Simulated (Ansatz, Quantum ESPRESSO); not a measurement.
# Sr2C (Fm-3m): zone-centre phonons

Which modes does Sr2C (Fm-3m) have at the zone centre?

Calculated with Quantum ESPRESSO 7.5; DFT PBE, scalar-relativistic, plane waves, GBRV ultrasoft pseudopotentials.

This is a report of a sequence of runs, with most program output left out.

The structure was built from a prototype and need not be the compound's stable phase.

## (1) Starting point

It takes space group Fm-3m (No. 225, cubic). The conventional cell has a = 7.251 Å, b = 7.251 Å, c = 7.251 Å, α = 90.00°, β = 90.00°, γ = 90.00°. Nearest to Sr lie 4 C at 3.14 Å. C has 8 Sr at 3.14 Å nearest. Farther neighbours are not listed.

## (2) A first look

Before anything dear is run, a loose run with smearing shows whether this is a metal and how far the cell is from rest.

Input file probe.in:

```
 &control
    calculation='scf',
    prefix='x',
    outdir='./tmp',
    pseudo_dir='./pseudo',
    tprnfor=.true.,
    tstress=.true.,
    verbosity='high',
 /
 &system
    ibrav=0,
    nat=3,
    ntyp=2,
    ecutwfc=45.0,
    ecutrho=270.0,
    occupations='smearing',
    smearing='gaussian',
    degauss=0.01,
 /
 &electrons
    conv_thr=1.0d-07,
    mixing_beta=0.7,
    electron_maxstep=100,
 /
ATOMIC_SPECIES
 Sr     87.6200  Sr.upf
 C      12.0110  C.upf
CELL_PARAMETERS angstrom
    -3.625620000    0.000000000    3.625620000
     0.000000000    3.625620000    3.625620000
    -3.625620000    3.625620000    0.000000000
ATOMIC_POSITIONS crystal
 Sr     0.750000000   0.750000000   0.750000000
 Sr     0.250000000   0.250000000   0.250000000
 C      0.000000000   0.000000000   0.000000000
K_POINTS automatic
 4 4 4 0 0 0
```

Run with:

```
> OMP_NUM_THREADS=1 mpirun -n 2 pw.x -nk 2 -in probe.in > probe.out
```

Elapsed: 7.8 s, on 2 MPI ranks of Intel Xeon 6975P-C (Granite Rapids), shared host; 15 s of CPU time.

Read from the output:

```yaml
volume_per_atom: 31.77 Å³
pressure: -5.185 GPa
gap_on_the_k_mesh: 0 eV
```

No gap opens on this mesh, so smearing is kept; the start stands at -5.2 GPa.

## (3) Relaxing the cell and atoms

The relaxation runs at a cutoff a fifth above that of the response, since stress converges more slowly with the basis than frequencies do. Forces and stress are brought to rest with tight thresholds.

Input file relax.in:

```
 &control
    calculation='vc-relax',
    prefix='x',
    outdir='./tmp',
    pseudo_dir='./pseudo',
    tprnfor=.true.,
    tstress=.true.,
    forc_conv_thr=2.0d-05,
    etot_conv_thr=1.0d-07,
    nstep=40,
 /
 &system
    ibrav=0,
    nat=3,
    ntyp=2,
    ecutwfc=54,
    ecutrho=324.0,
    occupations='smearing',
    smearing='mv',
    degauss=0.02,
 /
 &electrons
    conv_thr=1.0d-11,
    mixing_beta=0.7,
    electron_maxstep=100,
 /
 &ions
 /
 &cell
    press_conv_thr=0.2,
 /
ATOMIC_SPECIES
 Sr     87.6200  Sr.upf
 C      12.0110  C.upf
CELL_PARAMETERS angstrom
    -3.625620000    0.000000000    3.625620000
     0.000000000    3.625620000    3.625620000
    -3.625620000    3.625620000    0.000000000
ATOMIC_POSITIONS crystal
 Sr     0.750000000   0.750000000   0.750000000
 Sr     0.250000000   0.250000000   0.250000000
 C      0.000000000   0.000000000   0.000000000
K_POINTS automatic
 10 10 10 0 0 0
```

Run with:

```
> OMP_NUM_THREADS=1 mpirun -n 2 pw.x -nk 2 -in relax.in > relax.out
```

It took 3.2 min on 2 MPI ranks; 6.5 min of CPU time.

Step by step:

```csv
step,energy less that of the first step (eV),largest force (eV/Å),pressure (GPa),volume (Å³)
1,0.0000,0.0000,-5.31,95.32
2,-0.0814,0.0000,-4.89,92.76
3,-0.1873,0.0000,-4.13,89.01
4,-0.3039,0.0000,-2.67,83.58
5,-0.3641,0.0000,0.40,75.86
6,-0.3651,0.0000,-0.04,76.79
7,-0.3651,0.0000,0.00,76.70
8,-0.3651,0.0000,0.00,76.70
9,-0.3645,0.0000,0.01,76.70
```

```csv
"conventional cell, symmetrised",before,after,change
a (Å),7.251,6.745,-7.0 %
b (Å),7.251,6.745,-7.0 %
c (Å),7.251,6.745,-7.0 %
volume (Å³/atom),31.77,25.57,-19.5 %
```

The relaxed structure:

```xyz
3
Lattice="-3.3723 0.0000 3.3723 0.0000 3.3723 3.3723 -3.3723 3.3723 0.0000" Properties=species:S:1:pos:R:3 pbc="T T T"
Sr   -5.0584    5.0584    5.0584
Sr   -1.6861    1.6861    1.6861
C     0.0000    0.0000    0.0000
```

The last row of the table of steps is pw.x's closing run on a basis chosen anew for the final cell, so its energy can jump.

Numbers from this step:

| Property | Result |
| --- | --- |
| volume per atom | 25.57 Å³ |
| pressure | 0.01400 GPa |

The volume changes by -19.5 % from the cell with which this run began.

## (4) Self-consistent run for the response

Perturbation theory inherits every error of the wavefunctions, so the threshold is set near the limit of the arithmetic. Smearing stays on, as the first look found no gap above 0.3 eV.

Input file scf.in:

```
 &control
    calculation='scf',
    prefix='x',
    outdir='./tmp',
    pseudo_dir='./pseudo',
    tprnfor=.true.,
    tstress=.true.,
 /
 &system
    ibrav=0,
    nat=3,
    ntyp=2,
    ecutwfc=45.0,
    ecutrho=270.0,
    occupations='smearing',
    smearing='mv',
    degauss=0.02,
 /
 &electrons
    conv_thr=1.0d-12,
    mixing_beta=0.7,
    electron_maxstep=100,
 /
ATOMIC_SPECIES
 Sr     87.6200  Sr.upf
 C      12.0110  C.upf
CELL_PARAMETERS angstrom
    -3.372282000    0.000000000    3.372282000
     0.000000000    3.372282000    3.372282000
    -3.372282000    3.372282000    0.000000000
ATOMIC_POSITIONS crystal
 Sr     0.750000000   0.750000000   0.750000000
 Sr     0.250000000   0.250000000   0.250000000
 C      0.000000000   0.000000000   0.000000000
K_POINTS automatic
 10 10 10 0 0 0
```

Run with:

```
> OMP_NUM_THREADS=1 mpirun -n 2 pw.x -nk 2 -in scf.in > scf.out
```

Elapsed: 25 s, on 2 MPI ranks; 50 s of CPU time.

Read from the output:

| Quantity | Value |
| --- | --- |
| pressure | -0.01300 GPa |

The cell stands at -0.013 GPa, close enough for phonons.

## (5) Linear response at Γ

At q = 0 one unit cell holds all displacements; symmetry groups them into irreducible representations that are solved one by one. With smeared occupations no response to a homogeneous field can be asked.

Input file ph.in:

```
phonons
 &inputph
    prefix='x',
    outdir='./tmp',
    fildyn='g.dyn',
    tr2_ph=1.0d-18,
    alpha_mix(1)=0.4,
    nmix_ph=8,
 /
0.000000000000 0.000000000000 0.000000000000
```

Run with:

```
> OMP_NUM_THREADS=1 mpirun -n 2 ph.x -nk 2 -in ph.in > ph.out
```

It took 4.2 min on 2 MPI ranks; 8.4 min of CPU time.

Read from the output:

```yaml
largest_acoustic_frequency_at_the_zone_centre_before_the_sum_rule: 1.28 cm⁻¹
highest_optical_zone_centre_mode_no_lo_to_term: 179.6 cm⁻¹
lowest_optical_zone_centre_mode: 128.4 cm⁻¹
```

The acoustic modes at Γ come out as far as 1.3 cm⁻¹ from zero, where they should vanish, a small numerical error.

## (6) Zone-centre analysis

A rigid shift of the crystal must cost nothing, but grids and finite bases break this; the acoustic sum rule is imposed before the matrix is diagonalised again.

Input file dynmat.in:

```
 &input
    fildyn='g.dyn',
    asr='simple',
    fileig='dynmat.eig',
 /
```

Run with:

```
> dynmat.x -in dynmat.in > dynmat.out
```

Elapsed: 0.69 s, on 1 thread.

Unit eigenvectors of the mass-weighted matrix after the sum rule; no LO-TO term. The modes at Γ (shares of kinetic energy by element, %):

```csv
mode,frequency (cm⁻¹),symmetry,Sr %,C %
1,0.0,acoustic,94,6
2,0.0,acoustic,94,6
3,0.0,acoustic,94,6
4,128.4,T2g,100,0
5,128.4,T2g,100,0
6,128.4,T2g,100,0
7,179.6,T1u,6,94
8,179.6,T1u,6,94
9,179.6,T1u,6,94
```

Displacements in mode 4 (128.4 cm⁻¹), the largest set to 1:
```
Sr1  0.60  0.73  1.00
Sr2 -0.60 -0.73 -1.00
C3   0.00  0.00  0.00
```

Displacements in mode 8 (179.6 cm⁻¹), the largest set to 1:
```
Sr1  0.00  0.00 -0.07
Sr2  0.00  0.00 -0.07
C3   0.00  0.00  1.00
```

The rule moves no optical mode by more than 0.1 cm⁻¹.

## (7) Sum rules set otherwise (asr crystal)

The rule can be imposed in more than one way; the choices should agree where the raw error is small.

Input file dynmat.in:

```
 &input
    fildyn='g.dyn',
    asr='crystal',
    fileig='dynmat.eig',
 /
```

Run with:

```
> dynmat.x -in dynmat.in > dynmat.out
```

Elapsed: 0.68 s, on 1 thread.

Zone-centre frequencies as printed; negative means imaginary. Modes:

```csv
mode,frequency (cm⁻¹)
1,0
2,0
3,0
4,128.4
5,128.4
6,128.4
7,179.6
8,179.6
9,179.6
```

Against the first rule no mode moves by more than 0.1 cm⁻¹.

## (8) Sum rules set otherwise: a sum rule for molecules or wires on a crystal

This rule also removes rotations, which suits wires and not a crystal; it is tried to see the harm.

Input file dynmat.in:

```
 &input
    fildyn='g.dyn',
    asr='one-dim',
    fileig='dynmat.eig',
 /
```

Run with:

```
> dynmat.x -in dynmat.in > dynmat.out
```

Elapsed: 0.66 s, on 1 thread.

The run ended normally, but on settings that are not sound.

The fault: a sum rule for molecules or wires on a crystal; 1 optical mode is projected out to zero frequency, as if it were a rotation.

For a crystal the rule has to be 'simple' or 'crystal'.

Zone-centre frequencies as printed; negative means imaginary. Modes:

```csv
mode,frequency (cm⁻¹)
1,0
2,0
3,0
4,0
5,128.4
6,128.4
7,179.6
8,179.6
9,183.9
```

## (9) Cross-check with Ansatz

The same cell goes through another code, with its own cutoff. The potentials differ. Its k mesh is centred on Γ.

This step: DFT PBE, scalar-relativistic, plane waves, PseudoDojo norm-conserving pseudopotentials (Ansatz 0.2.0).

Input file input.yaml:

```yaml
crystal:
  lattice:
    - [-3.372282, 0.0, 3.372282]
    - [0.0, 3.372282, 3.372282]
    - [-3.372282, 3.372282, 0.0]
  atoms:
    - { symbol: Sr, position: [0.75, 0.75, 0.75] }
    - { symbol: Sr, position: [0.25, 0.25, 0.25] }
    - { symbol: C, position: [0.0, 0.0, 0.0] }
kpoints:
  mp_grid: { grid: [10, 10, 10] }
hamiltonian:
  xc: pbe
  pseudopotentials: { kind: nc, accuracy: standard }
scf:
  occupations: { method: cold, width: 0.27211 }
output:
  eigenvalues: true
phonons:
  method: dfpt
```

Run with:

```
> ansatz run input.yaml --threads 2 --pin off --max-ram 4096MiB --backend cpu --events-out ev --progress --plain --runs-dir out
```

Elapsed: 36 s, on 2 threads; peak memory 1.8 GiB; 70 s of CPU time.

Numbers from this step:

```
sum-rule residual before enforcement             : 3.00e-5 eV/Å²
highest optical zone-centre mode (no LO-TO term) : 179.9 cm⁻¹
```

## (10) Side by side: QE GBRV and Ansatz, PseudoDojo

Worked out from the results:

```yaml
root_mean_square_difference: 0.22 cm⁻¹
largest_difference: 0.31 cm⁻¹
```

Frequencies side by side, by row:

```csv
q (reciprocal lattice),mode,QE GBRV (cm⁻¹),"Ansatz, PseudoDojo (cm⁻¹)"
0 0 0,1,0,0
0 0 0,2,0,0
0 0 0,3,0,0
0 0 0,4,128.4,128.4
0 0 0,5,128.4,128.4
0 0 0,6,128.4,128.4
0 0 0,7,179.6,179.9
0 0 0,8,179.6,179.9
0 0 0,9,179.6,179.9
```

At the zone centre the largest difference (acoustic modes at Γ apart) is 0.2 % of the highest mode.

## (11) Outcome

| Item | Value |
| --- | --- |
| space group after relaxation | Fm-3m |
| volume per atom | 25.6 Å³ |
| highest optical zone-centre mode (no LO-TO term) | 179.6 cm⁻¹ |
| lowest optical zone-centre mode | 128.4 cm⁻¹ |
| imaginary optical modes at the zone centre (no q mesh in this session) | none |
| largest difference from Ansatz, PseudoDojo | 0.31 cm⁻¹ |

What this shows: At the PBE level the optical modes of Sr2C (Fm-3m) at the zone centre run from 128 to 180 cm⁻¹. Of the 6 optical modes, 3 are Raman active alone and 3 are infrared active alone; inversion symmetry keeps the two sets apart. QE GBRV and Ansatz, PseudoDojo agree to 0.31 cm⁻¹ (0.2 % of the highest mode compared) on all solved modes but the acoustic ones at Γ, without the LO-TO term. These are harmonic frequencies at zero temperature: anharmonic shifts and linewidths and thermal expansion are left out. In a metal the frequencies hang on the k mesh and the smearing, most of all near Kohn anomalies. The structure is a hypothetical one, built on a prototype.

[Host names and launcher messages were left out of these logs when they were recorded.]

[Logs are printed without paths, hosts, clocks, repeated set-up lines and the standing remarks that a program may print on its own settings, such as how far it seeks lower states.]

[Hosts, paths, dates, database ids (printed as entryN), source tags and the programs' standing remarks are cut or masked in the printed files.]
